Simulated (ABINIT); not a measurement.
# Optical response of AlN

Aim: the dielectric function of AlN, and the optical constants that follow from it.

Method: DFT, LDA, plane waves with norm-conserving potentials (PseudoDojo 0.4.1), scalar-relativistic, independent-particle linear optical response without local fields, in ABINIT 10.8.3.

### Step 1. The structure

The structure is cubic, space group F-43m (No. 216). Conventional cell: a = 4.368 Å, b = 4.368 Å, c = 4.368 Å, α = 90.00°, β = 90.00°, γ = 90.00°. Nearest to Al lie 4 N at 1.89 Å. N has 4 Al at 1.89 Å nearest. Farther neighbours and most contacts between anions are not listed.

Coordinates:

```cif
data_structure
_symmetry_space_group_name_H-M 'P 1'
_symmetry_Int_Tables_number 1
_cell_length_a 3.0886
_cell_length_b 3.0886
_cell_length_c 3.0886
_cell_angle_alpha 60.000
_cell_angle_beta 60.000
_cell_angle_gamma 60.000
_cell_volume 20.83
loop_
_atom_site_label
_atom_site_type_symbol
_atom_site_fract_x
_atom_site_fract_y
_atom_site_fract_z
_atom_site_occupancy
Al1 Al 0.00000 0.00000 0.00000 1
N2 N 0.25000 0.25000 0.25000 1
```

### Step 2. Ground state, bands and velocity matrix elements

The self-consistent density comes first; it also tells whether there is a gap, which decides the occupations and the need for a Drude term.

This step: DFT, LDA, plane waves with norm-conserving potentials (PseudoDojo 0.4.1), scalar-relativistic, ground state, bands at fixed density and velocity matrix elements (ABINIT 10.8.3).

run.abi

```
# ground state, bands on a dense mesh, and the derivatives d/dk of the wave functions
ndtset 3

ngkpt1 9 9 9
shiftk1 0.0 0.0 0.0
tolvrs1 1.0d-12
nband1 8
prtden1 1

iscf2 -2
getden2 1
ngkpt2 13 13 13
shiftk2 0.0 0.0 0.0
kptopt2 1
nband2 17
nbdbuf2 4
tolwfr2 1.0d-14

optdriver3 8
wfk_task3 "wfk_ddk"
prtevk3 1
getwfk3 2
getden3 1
iscf3 -2
ngkpt3 13 13 13
shiftk3 0.0 0.0 0.0
kptopt3 1
nband3 17

nshiftk 1
occopt 3
tsmear 0.001837
ecut 45.0
nstep 80
iomode 3
chksymbreak 0
chkprim 0
chksymtnons 0
acell 3*1.0 Angstrom
rprim
  0.000000000000 2.183993559600 2.183993559600
  2.183993559600 0.000000000000 2.183993559600
  2.183993559600 2.183993559600 0.000000000000
natom 2
ntypat 2
znucl 13 7
typat 1 2
xred
  0.000000000000 0.000000000000 0.000000000000
  0.250000000000 0.250000000000 0.250000000000
pseudos "Al.upf, N.upf"
```

On the command line:

```
$ mpirun -n 4 abinit run.abi
```

Numbers of over 12 decimals in the logs are rounded to 6 here.

The program printed:

```text
DATASET    1 : space group F-4 3 m (#216); Bravais cF (face-center cubic)
 DATASET    2 : space group F-4 3 m (#216); Bravais cF (face-center cubic)
 DATASET    3 : space group F-4 3 m (#216); Bravais cF (face-center cubic)
            ngfft          36      36      36
                         0.03292    0.03292    0.03292    0.03292    0.03292    0.03292
                         0.01646    0.00823    0.03292    0.03292    0.03292    0.03292
                         0.01646    0.00823    0.03292    0.03292    0.01646    0.00823
                         0.01646    0.03292    0.06584    0.06584    0.03292    0.06584
                         0.06584    0.03292    0.03292    0.03292    0.03292
                         0.00364    0.00273    0.01092    0.01092    0.01092    0.01092
                         0.01092    0.01092    0.01092    0.01092    0.01092    0.01092
                         0.00546    0.00273    0.01092    0.01092    0.01092    0.01092
                         0.01092    0.01092    0.01092    0.01092    0.00546    0.00273
                         0.01092    0.01092    0.01092    0.01092    0.01092    0.01092
                         0.00546    0.00273    0.01092    0.01092    0.01092    0.01092
                         0.00546    0.00273    0.01092    0.01092    0.00546    0.00273
                         0.00364    0.00273    0.01092    0.01092    0.01092    0.01092
                         0.01092    0.01092    0.01092    0.01092    0.01092    0.01092
                         0.00546    0.00273    0.01092    0.01092    0.01092    0.01092
                         0.01092    0.01092    0.01092    0.01092    0.00546    0.00273
                         0.01092    0.01092    0.01092    0.01092    0.01092    0.01092
[...]
== DATASET  1 ==================================================================
 Real(R)+Recip(G) space primitive vectors, cartesian coordinates (Bohr,Bohr^-1):
 R(1)=  0.0000000  4.1271497  4.1271497  G(1)= -0.1211490  0.1211490  0.1211490
 R(2)=  4.1271497  0.0000000  4.1271497  G(2)=  0.1211490 -0.1211490  0.1211490
 R(3)=  4.1271497  4.1271497  0.0000000  G(3)=  0.1211490  0.1211490 -0.1211490
 Unit cell volume ucvol=  1.4059849E+02 bohr^3
 Angles (23,13,12)=  6.00000000E+01  6.00000000E+01  6.00000000E+01 degrees
 getcut: wavevector=  0.0000  0.0000  0.0000  ngfft=  36  36  36
     iter   Etot(hartree)      deltaE(h)  residm     vres2
 ETOT  1  -12.669522411588    -1.267E+01 1.029E-01 7.930E+02
 ETOT  2  -12.705327699914    -3.581E-02 1.070E-02 6.473E+02
 ETOT  3  -12.841367837033    -1.360E-01 1.054E-02 1.854E+00
 ETOT  4  -12.841764033942    -3.962E-04 2.104E-03 1.008E-01
 ETOT  5  -12.841779479452    -1.545E-05 1.101E-04 8.531E-04
 ETOT  6  -12.841779569285    -8.983E-08 9.084E-05 1.694E-04
 ETOT  7  -12.841779611646    -4.236E-08 4.353E-05 2.295E-06
 ETOT  8  -12.841779612210    -5.641E-10 2.942E-05 1.453E-08
 ETOT  9  -12.841779612212    -1.856E-12 4.945E-05 6.157E-10
 ETOT 10  -12.841779612212    -5.560E-13 3.424E-05 3.456E-12
 ETOT 11  -12.841779612213    -7.461E-13 5.526E-05 6.628E-16
 At SCF step   11       vres2   =  6.63E-16 < tolvrs=  1.00E-12 =>converged.
 Cartesian components of stress tensor (hartree/bohr^3)
  sigma(1 1)=  1.63524083E-04  sigma(3 2)=  0.00000000E+00
  sigma(2 2)=  1.63524083E-04  sigma(3 1)=  0.00000000E+00
  sigma(3 3)=  1.63524083E-04  sigma(2 1)=  0.00000000E+00
 Mean square residual over all n,k,spin=   20.512E-08; max=  55.261E-06
 Fermi (or HOMO) energy (hartree) =   0.26950   Average Vxc (hartree)=  -0.40395
 Eigenvalues (hartree) for nkpt=  35  k points:
 kpt#   1, nband=  8, wtk=  0.00137, kpt=  0.0000  0.0000  0.0000 (reduced coord)
  -0.34189    0.20243    0.20243    0.20243    0.35839    0.65657    0.65657    0.65657
   2.00000    2.00000    2.00000    2.00000    0.00000    0.00000    0.00000    0.00000
kinetic             :  8.19833706071991E+00
hartree             :  2.78561249701564E+00
xc                  : -4.24608415864730E+00
Ewald energy        : -1.08999795989279E+01
psp_core            :  3.34692904348814E-01
local_psp           : -8.30311224933184E+00
non_local_psp       : -7.11246067390586E-01
internal            : -1.28417796122132E+01
'-kT*entropy'       :  6.26314110385960E-16
total_energy        : -1.28417796122132E+01
total_energy_eV     : -3.49442625113699E+02
 Cartesian components of stress tensor (hartree/bohr^3)
  sigma(1 1)=  1.63524083E-04  sigma(3 2)=  0.00000000E+00
  sigma(2 2)=  1.63524083E-04  sigma(3 1)=  0.00000000E+00
  sigma(3 3)=  1.63524083E-04  sigma(2 1)=  0.00000000E+00
-Cartesian components of stress tensor (GPa)         [Pressure= -4.8110E+00 GPa]
== DATASET  2 ==================================================================
 Real(R)+Recip(G) space primitive vectors, cartesian coordinates (Bohr,Bohr^-1):
 R(1)=  0.0000000  4.1271497  4.1271497  G(1)= -0.1211490  0.1211490  0.1211490
 R(2)=  4.1271497  0.0000000  4.1271497  G(2)=  0.1211490 -0.1211490  0.1211490
 R(3)=  4.1271497  4.1271497  0.0000000  G(3)=  0.1211490  0.1211490 -0.1211490
 Unit cell volume ucvol=  1.4059849E+02 bohr^3
 Angles (23,13,12)=  6.00000000E+01  6.00000000E+01  6.00000000E+01 degrees
 getcut: wavevector=  0.0000  0.0000  0.0000  ngfft=  36  36  36
 Mean square residual over all n,k,spin=   45.595E-16; max=  99.940E-16
 Eigenvalues (hartree) for nkpt=  84  k points:
 kpt#   1, nband= 17, wtk=  0.00046, kpt=  0.0000  0.0000  0.0000 (reduced coord)
  -0.34189    0.20243    0.20243    0.20243    0.35839    0.65657    0.65657    0.65657
   0.84937    0.84937    0.89824    0.89824    0.89824    0.96882    1.15572    1.45853
== DATASET  3 ==================================================================
            ngfft          36      36      36
[...]
0.06584    0.03292    0.03292    0.03292    0.03292
[...]
0.00546    0.00273    0.01092    0.01092    0.00546    0.00273
                         0.00364    0.00273    0.01092    0.01092    0.01092    0.01092
                         0.01092    0.01092    0.01092    0.01092    0.01092    0.01092
                         0.00546    0.00273    0.01092    0.01092    0.01092    0.01092
                         0.01092    0.01092    0.01092    0.01092    0.00546    0.00273
                         0.01092    0.01092    0.01092    0.01092    0.01092    0.01092
                         0.00546    0.00273    0.01092    0.01092    0.01092    0.01092
                         0.00546    0.00273    0.01092    0.01092    0.00546    0.00273
[shortened to cell, iterations, levels, energies and stress; the echo of variables, forces, comments, warnings and credits are left out]
```

It took 23 s on 4 MPI ranks of Intel Xeon at 2.70GHz, shared host; peak memory 0.1 GiB.

Numbers from this step:

* total energy: -12.84 Ha
* gap on the k-mesh: 3.347 eV
* direct gap on the mesh: 4.244 eV

There is a gap, 3.35 eV on this mesh (points off the mesh can give less), so no carriers' term is needed.

### Step 3. Optical response

With the density converged, the vertical transitions are summed over the zone.

This step: DFT, LDA, plane waves with norm-conserving potentials (PseudoDojo 0.4.1), scalar-relativistic, independent-particle linear optical response without local fields (ABINIT 10.8.3).

optic.abi

```
&FILES
 ddkfile_1 = 'runo_DS3_1_EVK.nc',
 ddkfile_2 = 'runo_DS3_2_EVK.nc',
 ddkfile_3 = 'runo_DS3_3_EVK.nc',
 wfkfile = 'runo_DS2_WFK.nc'
/
&PARAMETERS
 broadening = 0.001470,
 domega = 0.0014700,
 maxomega = 0.58799,
 scissor = 0.0,
 tolerance = 0.002,
 nband_sum = 13
/
&COMPUTATIONS
 num_lin_comp = 1,
 lin_comp = 11,
 num_nonlin_comp = 0,
 num_linel_comp = 0,
 num_nonlin2_comp = 0
/
```

On the command line:

```
$ optic optic.abi
```

The program printed:

```text

 OPTIC has originally been developed by
 S. Sharma, J. K. Dewhurst and C. Ambrosch-Draxl, Phys. Rev. B 67, 165332 (2003), and
 S. Sharma and C. Ambrosch-Draxl, Physica Scripta T 109 (2004).

 rprimd(bohr)      =   0.00000   4.12715   4.12715
                       4.12715   0.00000   4.12715
                       4.12715   4.12715   0.00000
 natom             =       2
 nkpt,mband        =      84      17
 ecut              =  45.00000 Ha
 newocc: new Fermi energy is       0.272670 , with nelect=      8.000000, Number of bisection calls: 5
 Fermi level: 7.4197  (eV)

 fermie            =   0.27267 Ha   7.41973 eV
 Scissor shift     =   0.00000 Ha
 Tolerance on closeness to singularities     =   0.00200 Ha
 Smearing factor      =   0.00147 Ha
 Will use the antiresonant approximation (meaning that the antiresonant terms are neglected)
 Will not perform the bands decomposition
 linear coeffs to be calculated :
 11
 non-linear coeffs to be calculated :

 electronic part of electro-optic coeffs to be calculated :

 non-linear coeffs (V2) to be calculated :

 linear optic matrix elements will be printed :0
 optic : Call pmat2cart
 No scissor shift to be applied. Returning to main optic routine.
 optic : Call linopt
  linopt            1           1
 calculated the component:           1           1   of dielectric function
  with broadening:         (0.000000,1.46999999999999995E-003)
 and scissors shift:   0.000000
 energy window:   42.422464      eV   1.558997      Ha
 optic : Call nlinopt
 optic : Call linelop
 optic : Call nonlinopt

================================================================================

 Calculation completed.
-
program: optic
version: 10.8.3
start_datetime:
end_datetime:
overall_cpu_time:           0.2
overall_wall_time:           0.2
mpi_procs: 1
omp_threads: 1
...
```

The job ended after 0.86 s (1 thread; peak memory 0.05 GiB).

Read-outs, printed or worked out from the files:

```
electronic dielectric constant ε∞, mean over x, y and z (by symmetry where fewer were run) : 4.702
```

The Im ε, E ∥ x has structure finer than the step of the table below, so its rows give means over 0.5 eV, whole bins alone (the curve runs from 0.0400 to 15.9 eV). Peaks (eV: height): 6.48: 8.80, 6.96: 10.7, 7.36: 10.7, 7.48: 9.26, 8.08: 10.5, 11.28: 9.17, 12.32: 9.01.

Sum at mesh points, not converged in k; values under the direct gap are tails of Lorentzian lines. The Im ε, E ∥ x by photon energy; means over each step:

| photon energy (eV) | Im ε, E ∥ x |
| --- | --- |
| 0.5 | 0.00230 |
| 1.0 | 0.00475 |
| 1.5 | 0.00754 |
| 2.0 | 0.0109 |
| 2.5 | 0.0154 |
| 3.0 | 0.0219 |
| 3.5 | 0.0331 |
| 4.0 | 0.115 |
| 4.5 | 0.577 |
| 5.0 | 1.34 |
| 5.5 | 3.03 |
| 6.0 | 3.78 |
| 6.5 | 5.60 |
| 7.0 | 7.61 |
| 7.5 | 7.99 |
| 8.0 | 8.00 |
| 8.5 | 3.72 |
| 9.0 | 3.53 |
| 9.5 | 4.59 |
| 10.0 | 4.95 |
| 10.5 | 4.46 |
| 11.0 | 6.59 |
| 11.5 | 5.83 |
| 12.0 | 5.20 |
| 12.5 | 6.61 |
| 13.0 | 4.35 |
| 13.5 | 3.15 |
| 14.0 | 2.56 |
| 14.5 | 2.94 |
| 15.0 | 1.54 |
| 15.5 | 1.16 |

The reflectivity at normal incidence, E ∥ x has structure finer than the step of the table below, so its rows give means over 0.5 eV, whole bins alone (the curve runs from 0.0400 to 15.9 eV). Peaks (eV: height): 12.52: 48.7, 13.20: 54.5, 13.60: 51.2, 13.88: 49.7, 14.12: 55.8, 14.80: 66.1, 15.40: 63.2.

Sum at mesh points, not converged in k. Table of reflectivity at normal incidence, E ∥ x by photon energy; means over each step:

| photon energy (eV) | reflectivity at normal incidence, E ∥ x (%) |
| --- | --- |
| 0.5 | 13.7 |
| 1.0 | 13.8 |
| 1.5 | 14.1 |
| 2.0 | 14.4 |
| 2.5 | 15.0 |
| 3.0 | 15.7 |
| 3.5 | 16.7 |
| 4.0 | 18.4 |
| 4.5 | 20.7 |
| 5.0 | 22.7 |
| 5.5 | 25.6 |
| 6.0 | 25.9 |
| 6.5 | 27.5 |
| 7.0 | 32.0 |
| 7.5 | 32.6 |
| 8.0 | 37.2 |
| 8.5 | 26.9 |
| 9.0 | 18.6 |
| 9.5 | 22.7 |
| 10.0 | 25.1 |
| 10.5 | 24.0 |
| 11.0 | 29.9 |
| 11.5 | 34.9 |
| 12.0 | 30.8 |
| 12.5 | 43.0 |
| 13.0 | 46.2 |
| 13.5 | 46.2 |
| 14.0 | 45.8 |
| 14.5 | 44.4 |
| 15.0 | 56.5 |
| 15.5 | 56.3 |

The loss function −Im 1/ε at q → 0, E ∥ x has structure finer than the step of the table below, so its rows give means over 0.5 eV, whole bins alone (the curve runs from 0.0400 to 15.9 eV). Peaks (eV: height): 8.60: 0.421, 8.92: 0.325, 10.56: 0.319, 14.24: 0.349, 15.16: 0.348, 15.68: 0.461, 15.88: 0.434.

Sum at mesh points, not converged in k; values under the direct gap are tails of Lorentzian lines. The loss function −Im 1/ε at q → 0, E ∥ x by energy loss; means over each step:

| energy loss (eV) | loss function −Im 1/ε at q → 0, E ∥ x |
| --- | --- |
| 0.5 | 1.0e-4 |
| 1.0 | 2.1e-4 |
| 1.5 | 3.2e-4 |
| 2.0 | 4.5e-4 |
| 2.5 | 5.9e-4 |
| 3.0 | 7.6e-4 |
| 3.5 | 0.00102 |
| 4.0 | 0.00279 |
| 4.5 | 0.0109 |
| 5.0 | 0.0209 |
| 5.5 | 0.0386 |
| 6.0 | 0.0488 |
| 6.5 | 0.0731 |
| 7.0 | 0.0789 |
| 7.5 | 0.0990 |
| 8.0 | 0.119 |
| 8.5 | 0.262 |
| 9.0 | 0.190 |
| 9.5 | 0.162 |
| 10.0 | 0.169 |
| 10.5 | 0.184 |
| 11.0 | 0.134 |
| 11.5 | 0.175 |
| 12.0 | 0.191 |
| 12.5 | 0.135 |
| 13.0 | 0.170 |
| 13.5 | 0.210 |
| 14.0 | 0.246 |
| 14.5 | 0.236 |
| 15.0 | 0.233 |
| 15.5 | 0.288 |

Optical constants at common wavelengths, from n + ik = √ε:

| wavelength (nm) | n | k | R (%) | 1/α |
| --- | --- | --- | --- | --- |
| 1064 | 2.19 | 0.001 | 13.9 | 66 µm |
| 800 | 2.20 | 0.002 | 14.1 | 36 µm |
| 532 | 2.25 | 0.003 | 14.8 | 14 µm |
| 405 | 2.32 | 0.005 | 15.8 | 6.6 µm |
| 308 | 2.50 | 0.014 | 18.4 | 1.8 µm |
| 248 | 2.78 | 0.115 | 22.2 | 171 nm |
| 193 | 3.00 | 0.983 | 29.2 | 16 nm |

Below the direct gap, k and the depth come from the tails of the Lorentzian lines, not from transitions.

Rows near the edge hang on the gap, which this functional as a rule makes too small, and phonon-assisted absorption is left out.

### Step 4. What came out

- electronic dielectric constant ε∞, mean over x, y and z (by symmetry where fewer were run) (independent particles): 4.70

In words: At this level (LDA, independent particles) AlN has ε∞ = 4.70 and n = 2.18 at 1550 nm. On the mesh the gap is 3.35 eV and the least direct gap 4.24 eV, so on this mesh the band edges lie at different points. Excitons and phonon-assisted transitions are missing, and so are local fields; LDA gaps are as a rule too small, which pulls the onset down and ε∞ up. The sum runs over mesh points 0.19 Å⁻¹ apart with no interpolation, so peaks are partly noise of the mesh and static values carry its error.

[Logs are printed without paths, hosts, clocks, repeated set-up lines and the standing remarks that a program may print on its own settings, such as how far it seeks lower states.]

[Hosts, paths, dates, database ids (printed as entryN), source tags and the programs' standing remarks are cut or masked in the printed files.]
